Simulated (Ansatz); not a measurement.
# RbYbF3 (Pm-3m): following an unstable mode, part 2 of 3

Aim: this structure of RbYbF3 (Pm-3m) is to be tested for unstable modes, and one is followed downhill.

Ansatz 0.2.0; DFT PBEsol+U, scalar-relativistic, plane waves, PAW.

So far, highest frequency on path, mesh or solved points (cm⁻¹): step 2 (the dispersion) 478. Also lowest frequency on the path (cm⁻¹): step 2 -81.1.

### Step 4. The mode frozen in, largest atomic shift 0.45 Å

The atoms are moved along the unstable eigenvector, the largest shift by 0.45 Å, with the cell fixed.

input.yaml

```yaml
crystal:
  lattice:
    - [4.5416503417, 4.5416503417, 0.0]
    - [4.5416503417, 0.0, 4.5416503417]
    - [4.5416503417, 0.0, -4.5416503417]
  atoms:
    - { symbol: Rb, position: [0.0, 0.5, 0.5] }
    - { symbol: Rb, position: [0.0, 0.0, 0.0] }
    - { symbol: Yb, position: [0.5, 0.25, 0.75] }
    - { symbol: Yb, position: [0.5, 0.75, 0.25] }
    - { symbol: F, position: [0.5, -0.0495414625, 0.5495414625] }
    - { symbol: F, position: [0.5, 0.5495414625, -0.0495414625] }
    - { symbol: F, position: [0.0, 0.5, 0.0] }
    - { symbol: F, position: [0.0, 0.0, 0.5] }
    - { symbol: F, position: [0.5, 0.4504585375, 0.4504585375] }
    - { symbol: F, position: [0.5, 0.0495414625, 0.0495414625] }
kpoints:
  mp_grid: { grid: [6, 6, 6] }
hamiltonian:
  xc: pbesol
  hubbard: { sites: [{ species: Yb, l: f, u_eff: 6.0 }] }
scf:
  occupations: { method: gaussian, width: 0.02 }
output:
  forces: true
  stress: true
  eigenvalues: true
```

Command:

```console
> ansatz run input.yaml --threads 8 --pin off --max-ram 14336MiB --backend cpu --events-out ev --progress --plain --runs-dir out
```

Standard output:

```text
[...]
Crystal: 10 atoms, lattice volume = 187.357 Å³
Basis set: ecut = 420 eV, 3695 PW (Γ), exchange–correlation on 90×90×90 points (8 copies of the dense FFT grid, shifted against one another)
Bands: 65, of which v1, the nominal top of the filled ones, is band 54 counted from 1 (53 counted from 0)
Symmetry: 16 space group operations
[...]
k-points: 30 of 216
[...]
k-point 0: bands = [... 50 lower, 7.5924, 7.7275, 7.7275, 7.7540, 9.0241, 11.7584, 12.2736, 12.2736, ... 7 higher]
  k-point 1: bands = [... 50 lower, 7.5870, 7.7101, 7.7121, 7.7354, 9.3283, 11.9019, 12.3490, 12.4225, ... 7 higher]
  k-point 2: bands = [... 50 lower, 7.5978, 7.6692, 7.6730, 7.6915, 10.1138, 12.0521, 12.2750, 12.5384, ... 7 higher]
  k-point 29: bands = [... 50 lower, 7.6197, 7.6859, 7.6955, 7.6955, 11.1641, 11.7733, 12.0991, 12.4691, ... 7 higher]
Occupation matrices written to <dir>
[key lines of the parts left out:]
SCF converged after 11 iterations
Free energy (F): -38605.436718 eV
Fermi energy:    8.389069 eV
P = ⅓ Tr σ = -0.9160 GPa (-9.160 kbar)
```

Run time: 3.6 s. Hardware: 8 threads of Intel Xeon Platinum 8488C (Sapphire Rapids), shared host; peak memory 1.2 GiB; 26 s of CPU time.

Numbers from this step:

```
pressure                         : -0.9160 GPa
gap on the k-mesh                : 1.270 eV
energy from the undistorted cell : -8.8 meV/atom
```

The energy, extrapolated to zero smearing, is -8.80 meV/atom against the undistorted cell.

The run ends at a pressure of -0.92 GPa, with forces up to 0.0043 eV/Å.

### Step 5. Energy along the mode, all amplitudes (two of the runs are shown above)

An imaginary frequency means negative curvature, so the energy should fall and then rise again as anharmonic terms take over.

Numbers from this step:

- depth at the lowest point sampled: 8.8 meV/atom
- largest atomic shift at that point: 0.45 Å

Table of energy from the parent by largest atomic shift:

| largest atomic shift (Å) | energy from the parent (meV/atom) |
| --- | --- |
| 0.000 | 0 |
| 0.040 | -0.146 |
| 0.080 | -0.577 |
| 0.140 | -1.70 |
| 0.220 | -3.85 |
| 0.320 | -6.82 |
| 0.450 | -8.8 |
| 0.600 | -3.46 |

Displacement at unit largest shift by atom:

| atom | x (Å) | y (Å) | z (Å) | size |
| --- | --- | --- | --- | --- |
| Rb1 | 0.00 | 0.00 | 0.00 | 0.00 |
| Rb2 | 0.00 | 0.00 | 0.00 | 0.00 |
| Yb3 | 0.00 | 0.00 | 0.00 | 0.00 |
| Yb4 | 0.00 | 0.00 | 0.00 | 0.00 |
| F5 | 0.00 | 0.00 | -1.00 | 1.00 |
| F6 | 0.00 | 0.00 | 1.00 | 1.00 |
| F7 | 0.00 | 0.00 | 0.00 | 0.00 |
| F8 | 0.00 | 0.00 | 0.00 | 0.00 |
| F9 | -1.00 | 0.00 | 0.00 | 1.00 |
| F10 | 1.00 | 0.00 | 0.00 | 1.00 |

The lowest step is at 0.45 Å, 8.8 meV/atom below the parent, and the energy rises beyond it.

### Step 6. Relaxation from the frozen mode

Starting from the lowest point found, all atoms and the cell are let go, so that strain and other modes of the same symmetry can join in.

Edit input.yaml of step 4 so:

```diff
@@ -22,3 +22,3 @@
 scf:
-  occupations: { method: gaussian, width: 0.02 }
+  occupations: { method: fixed }
 output:
@@ -27 +27,6 @@
   eigenvalues: true
+relax:
+  adjacent_minimum: "off"
+  f_tol: 0.002
+  max_steps: 120
+  cell: { stress_tol: 0.03 }
```

Standard output:

```text
[...]
Crystal: 10 atoms, lattice volume = 187.357 Å³
Basis set: ecut = 420 eV, 3695 PW (Γ), exchange–correlation on 90×90×90 points (8 copies of the dense FFT grid, shifted against one another)
Bands: 65, of which v1, the nominal top of the filled ones, is band 54 counted from 1 (53 counted from 0)
Symmetry: 16 space group operations
[...]
k-points: 30 of 216
[...]
SCF iter   1: F=—  HF=-38610.921379 eV  |F-HF|=—  |Δ(HF+E_count)|=         —  Δρ=9.73e-2  dr2=1.64e1  ethr=3.10e-3  ⟨swp⟩=5.7  Hψ=7315  notcnv=0  defer=218
[...]
SCF iter  12: F=-38605.436718 eV  HF=-38605.436718 eV  |F-HF|=4.13e-8  |Δ(HF+E_count)|=   1.92e-9  Δρ=3.35e-6  dr2=1.71e-8  ethr=3.52e-11  ⟨swp⟩=5.9  Hψ=8058  notcnv=0
SCF 1 converged in 12 iterations: F = -38605.436718 eV  dr2 = 1.71e-8
[...]
relax step   1: F+E_penalty+E_count = -38605.43671845 eV  Δ(F+E_penalty+E_count) = +0.000e0 eV  max|allowed force component| = 4.283e-3 eV/Å  Δτ_max = 0.0000 Å  P = -0.916 GPa  Ω = 187.357 Å³  (12 SCF iters, dr2 threshold 1.00e-7 eV, accepted)
Crystal: 10 atoms, lattice volume = 183.074 Å³
Basis set: ecut = 420 eV, 3575 PW (Γ), exchange–correlation on 90×90×90 points (8 copies of the dense FFT grid, shifted against one another)
[...]
iter 1 solved again at ethr=7.87e-6 eV; its pass at ethr=3.10e-3 eV (dr2=8.50e-3 eV) is discarded
[...]
SCF iter   7: F=-38605.471704 eV  HF=-38605.471704 eV  |F-HF|=2.38e-7  |Δ(HF+E_count)|=   1.56e-6  Δρ=1.13e-5  dr2=4.06e-7  ethr=9.26e-10  ⟨swp⟩=14.6  Hψ=14346  notcnv=0
SCF 2 converged in 7 iterations: F = -38605.471704 eV  dr2 = 4.06e-7
relax step   2: F+E_penalty+E_count = -38605.47170423 eV  Δ(F+E_penalty+E_count) = -3.499e-2 eV  max|allowed force component| = 1.844e-2 eV/Å  Δτ_max = 0.0267 Å  P = +0.193 GPa  Ω = 183.074 Å³  energy of the carried Pulay correction = +1.187e-2 eV  (7 SCF iters, dr2 threshold 1.00e-6 eV, accepted)
Crystal: 10 atoms, lattice volume = 183.202 Å³
Basis set: ecut = 420 eV, 3591 PW (Γ), exchange–correlation on 90×90×90 points (8 copies of the dense FFT grid, shifted against one another)
[...]
SCF iter   6: F=-38605.473967 eV  HF=-38605.473967 eV  |F-HF|=2.24e-9  |Δ(HF+E_count)|=   1.24e-7  Δρ=2.06e-5  dr2=4.93e-7  ethr=7.34e-10  ⟨swp⟩=13.4  Hψ=16034  notcnv=0
SCF 3 converged in 6 iterations: F = -38605.473967 eV  dr2 = 4.93e-7
relax step   3: F+E_penalty+E_count = -38605.47396723 eV  Δ(F+E_penalty+E_count) = -2.263e-3 eV  max|allowed force component| = 1.139e-2 eV/Å  Δτ_max = 0.0182 Å  P = +0.047 GPa  Ω = 183.202 Å³  energy of the carried Pulay correction = +1.151e-2 eV  (6 SCF iters, dr2 threshold 7.93e-7 eV, accepted)
[...]
relax step   4: F+E_penalty+E_count = -38605.47436167 eV  Δ(F+E_penalty+E_count) = -3.944e-4 eV  max|allowed force component| = 1.333e-4 eV/Å  Δτ_max = 0.0132 Å  P = -0.004 GPa  Ω = 183.165 Å³  energy of the carried Pulay correction = +1.161e-2 eV  (8 SCF iters, dr2 threshold 8.68e-9 eV, accepted)
[...]
relax step   5: F+E_penalty+E_count = -38605.46519385 eV  Δ(F+E_penalty+E_count) = +9.168e-3 eV  max|allowed force component| = 1.496e-4 eV/Å  Δτ_max = 0.0000 Å  P = -0.108 GPa  Ω = 183.165 Å³  stress off target by 1.49e-1 GPa  SCF on the basis re-selected at this cell (its energy is not comparable with the rows above)  (9 SCF iters)
[...]
relax step   6: F+E_penalty+E_count = -38605.46673407 eV  Δ(F+E_penalty+E_count) = -1.540e-3 eV  max|allowed force component| = 4.120e-5 eV/Å  Δτ_max = 0.0059 Å  P = +0.003 GPa  Ω = 182.699 Å³  energy of the carried Pulay correction = +1.304e-3 eV  (6 SCF iters, dr2 threshold 5.52e-8 eV, accepted)
[...]
SCF iter   7: F=-38605.465308 eV  HF=-38605.465308 eV  |F-HF|=2.91e-11  |Δ(HF+E_count)|=  1.46e-11  Δρ=5.86e-8  dr2=1.49e-11  ethr=1.00e-12  ⟨swp⟩=15.6  Hψ=13844  notcnv=0
SCF 7 converged in 7 iterations: F = -38605.465308 eV  dr2 = 1.49e-11
relax step   7: F+E_penalty+E_count = -38605.46530795 eV  Δ(F+E_penalty+E_count) = +1.426e-3 eV  max|allowed force component| = 3.979e-5 eV/Å  Δτ_max = 0.0000 Å  P = -0.005 GPa  Ω = 182.699 Å³  stress off target by 7.86e-3 GPa  SCF on the basis re-selected at this cell (its energy is not comparable with the rows above)  (7 SCF iters)
[...]
SCF converged after 7 iterations
Free energy (F): -38605.465308 eV
[...]
Internal energy: -38605.465308 eV  (E = F + TS)
E sigma→0 (E₀):  -38605.465308 eV
Fermi energy:    8.028545 eV
[...]
--- Forces (eV/Å), atoms counted from 1 ---
  atom   1  Rb     0.00000000     0.00000000     0.00000000
  atom   2  Rb     0.00000000     0.00000000     0.00000000
  atom   3  Yb     0.00000000    -0.00000000    -0.00000000
  atom   4  Yb     0.00000000    -0.00000000     0.00000000
  atom   5  F      0.00000000     0.00000000     0.00003979
  atom   6  F      0.00000000     0.00000000    -0.00003979
  atom   7  F      0.00000000     0.00000000     0.00000000
  atom   8  F      0.00000000     0.00000000    -0.00000000
  atom   9  F      0.00003979     0.00000000     0.00000000
  atom  10  F     -0.00003979     0.00000000     0.00000000
  max |Σ_I F_I| component: 2.17e-19 eV/Å
--- Stress (GPa, compression-positive) ---
       -0.007855       0.000000       0.000000
        0.000000       0.000886       0.000000
        0.000000       0.000000      -0.007855
  P = ⅓ Tr σ = -0.0049 GPa (-0.049 kbar)
--- Band table (eV; the first three rows and the last of 30) ---
  k-point 0: bands = [... 50 lower, 7.8797, 8.0264, 8.0285, 8.0285, 9.3590, 11.9976, 12.5036, 12.5036, ... 7 higher]
  k-point 1: bands = [... 50 lower, 7.8750, 8.0072, 8.0122, 8.0123, 9.6704, 12.1448, 12.5732, 12.6565, ... 7 higher]
  k-point 2: bands = [... 50 lower, 7.8820, 7.9626, 7.9712, 7.9724, 10.4717, 12.4016, 12.5468, 12.7763, ... 7 higher]
  k-point 29: bands = [... 50 lower, 7.9026, 7.9553, 8.0030, 8.0030, 11.4277, 12.1505, 12.4078, 12.8113, ... 7 higher]
Occupation matrices written to <dir>
--- Relaxed structure (5 steps of the walk, 5 accepted, 2 SCFs on fresh bases) ---
  F+E_penalty+E_count = -38605.46530795 eV   max|allowed force component| = 3.979e-5 eV/Å   (the final SCF, on the basis selected at the relaxed cell)
  cell:  # Å, volume = 182.6993 Å³
    - [4.466614, 4.578782, 0.0]
    - [4.466614, 0.0, 4.466614]
    - [4.466614, 0.0, -4.466614]
  atoms:
    - { symbol: Rb, position: [0, 0.5, 0.5] }
    - { symbol: Rb, position: [0, 0, 0] }
    - { symbol: Yb, position: [0.5, 0.250000, 0.75] }
    - { symbol: Yb, position: [0.5, 0.75, 0.250000] }
    - { symbol: F, position: [0.5, -0.056584, 0.556584] }
    - { symbol: F, position: [0.5, 0.556584, -0.056584] }
    - { symbol: F, position: [0, 0.5, 0.0] }
    - { symbol: F, position: [0, 0.0, 0.5] }
    - { symbol: F, position: [0.5, 0.443416, 0.443416] }
    - { symbol: F, position: [0.5, 0.056584, 0.056584] }
```

The job ended after 20 s (8 threads; peak memory 1.2 GiB; 2.5 min of CPU time).

Relaxation path:

| step | energy less that of the first step (eV) | largest force component (eV/Å) | pressure (GPa) | volume (Å³) |
| --- | --- | --- | --- | --- |
| 1 | 0.0000 | 0.0043 | -0.92 | 187.36 |
| 2 | -0.0350 | 0.0184 | 0.19 | 183.07 |
| 3 | -0.0372 | 0.0114 | 0.05 | 183.20 |
| 4 | -0.0376 | 0.0001 | 0.00 | 183.17 |
| 5* | -0.0285 | 0.0001 | -0.11 | 183.17 |
| 6 | -0.0300 | 0.0000 | 0.00 | 182.70 |
| 7* | -0.0286 | 0.0000 | 0.00 | 182.70 |

Relaxation steps marked * repeat the geometry before them on a plane-wave basis chosen anew for their cell, so energy and pressure can jump there.

The run keeps the 16 symmetry operations that the program found, so distortions that break them were not tested.

| conventional cell, symmetrised | before | after | change |
| --- | --- | --- | --- |
| a (Å) | 6.423 | 6.317 | -1.7 % |
| b (Å) | 6.423 | 6.317 | -1.7 % |
| c (Å) | 9.083 | 9.158 | +0.8 % |
| volume (Å³/atom) | 18.74 | 18.27 | -2.5 % |

The atoms that moved most (Å, as changes of fractional coordinates times the final cell):

| atom | dx | dy | dz | length |
| --- | --- | --- | --- | --- |
| F6 | 0.000 | 0.000 | 0.063 | 0.063 |
| F10 | 0.063 | 0.000 | 0.000 | 0.063 |
| F5 | 0.000 | 0.000 | -0.063 | 0.063 |
| F9 | -0.063 | 0.000 | 0.000 | 0.063 |

The relaxed structure:

```cif
data_structure
_symmetry_space_group_name_H-M 'P 1'
_symmetry_Int_Tables_number 1
_cell_length_a 6.3966
_cell_length_b 6.3167
_cell_length_c 6.3167
_cell_angle_alpha 90.000
_cell_angle_beta 60.412
_cell_angle_gamma 60.412
_cell_volume 182.70
loop_
_atom_site_label
_atom_site_type_symbol
_atom_site_fract_x
_atom_site_fract_y
_atom_site_fract_z
_atom_site_occupancy
Rb1 Rb 0.00000 0.50000 0.50000 1
Rb2 Rb 0.00000 0.00000 0.00000 1
Yb3 Yb 0.50000 0.25000 0.75000 1
Yb4 Yb 0.50000 0.75000 0.25000 1
F5 F 0.50000 0.94342 0.55658 1
F6 F 0.50000 0.55658 0.94342 1
F7 F 0.00000 0.50000 0.00000 1
F8 F 0.00000 0.00000 0.50000 1
F9 F 0.50000 0.44342 0.44342 1
F10 F 0.50000 0.05658 0.05658 1
```

Read from the output:

```
pressure          : -0.004942 GPa
gap on the k-mesh : 1.330 eV
volume per atom   : 18.27 Å³
```

The distorted start has space group I4/mcm; the relaxation ends in I4/mcm.

### Step 7. The new phase in its own primitive cell

The relaxed structure is symmetrised, reduced to its primitive cell and relaxed tightly, as its phonons need.

input.yaml, the sections that differ from step 6:

```yaml
crystal:
  lattice:
    - [-3.1583732293, 3.1583732293, 4.5787821651]
    - [3.1583732293, -3.1583732293, 4.5787821651]
    - [3.1583732293, 3.1583732293, -4.5787821651]
  atoms:
    - { symbol: Rb, position: [0.25, 0.75, 0.5] }
    - { symbol: Rb, position: [0.75, 0.25, 0.5] }
    - { symbol: Yb, position: [0.0, 0.0, 0.0] }
    - { symbol: Yb, position: [0.5, 0.5, 0.0] }
    - { symbol: F, position: [0.1934159467, 0.3065840533, 0.5] }
    - { symbol: F, position: [0.8065840533, 0.6934159467, 0.5] }
    - { symbol: F, position: [0.75, 0.75, 0.0] }
    - { symbol: F, position: [0.25, 0.25, 0.0] }
    - { symbol: F, position: [0.3065840533, 0.8065840533, 0.1131681067] }
    - { symbol: F, position: [0.6934159467, 0.1934159467, 0.8868318933] }
relax:
  adjacent_minimum: "off"
  f_tol: 0.001
  max_steps: 60
  cell: { stress_tol: 0.01 }
# kpoints, hamiltonian, scf, output: as in step 6
```

Standard output:

```text
[...]
Crystal: 10 atoms, lattice volume = 182.699 Å³
Basis set: ecut = 420 eV, 3567 PW (Γ), exchange–correlation on 90×90×90 points (8 copies of the dense FFT grid, shifted against one another)
Bands: 65, of which v1, the nominal top of the filled ones, is band 54 counted from 1 (53 counted from 0)
Symmetry: 16 space group operations
[...]
k-points: 30 of 216
[...]
- { symbol: Yb, position: [0.0, 0.0, 0.0] }
    - { symbol: Yb, position: [0.500000, 0.500000, 0.0] }
    - { symbol: F, position: [0.193416, 0.306584, 0.5] }
    - { symbol: F, position: [0.806584, 0.693416, 0.5] }
    - { symbol: F, position: [0.750000, 0.750000, 0.0] }
    - { symbol: F, position: [0.250000, 0.250000, 0.0] }
    - { symbol: F, position: [0.306584, 0.806584, 0.113168] }
    - { symbol: F, position: [0.693416, 0.193416, 0.88683189335] }
[key lines of the parts left out:]
SCF converged after 8 iterations
Free energy (F): -38605.465308 eV
Fermi energy:    8.028544 eV
P = ⅓ Tr σ = -0.0049 GPa (-0.049 kbar)
```

Wall time 6.4 s (8 threads); peak memory 1.2 GiB.

Little changed from the start: no atom moved by 0.005 Å and no cell edge by 0.1 %.

Numbers from this step:

| Property | Result |
| --- | --- |
| pressure | -0.004943 GPa |
| direct gap on mesh | 1.330 eV |

The largest force component left is 0.028 meV/Å and the pressure is -0.005 GPa, within the tolerances set. The cell now holds 18.27 Å³/atom.

(Part 2 of 3 ends here.)

[Long decimals in the printed logs are rounded to 6 places.]

[Logs are printed without paths, hosts, clocks, repeated set-up lines and the standing remarks that a program may print on its own settings, such as how far it seeks lower states.]

[Hosts, paths, dates, database ids (printed as entryN), source tags and the programs' standing remarks are cut or masked in the printed files.]

[Where the starting crystal was built by hand or by swapping elements, it need not be the compound's stable phase.]
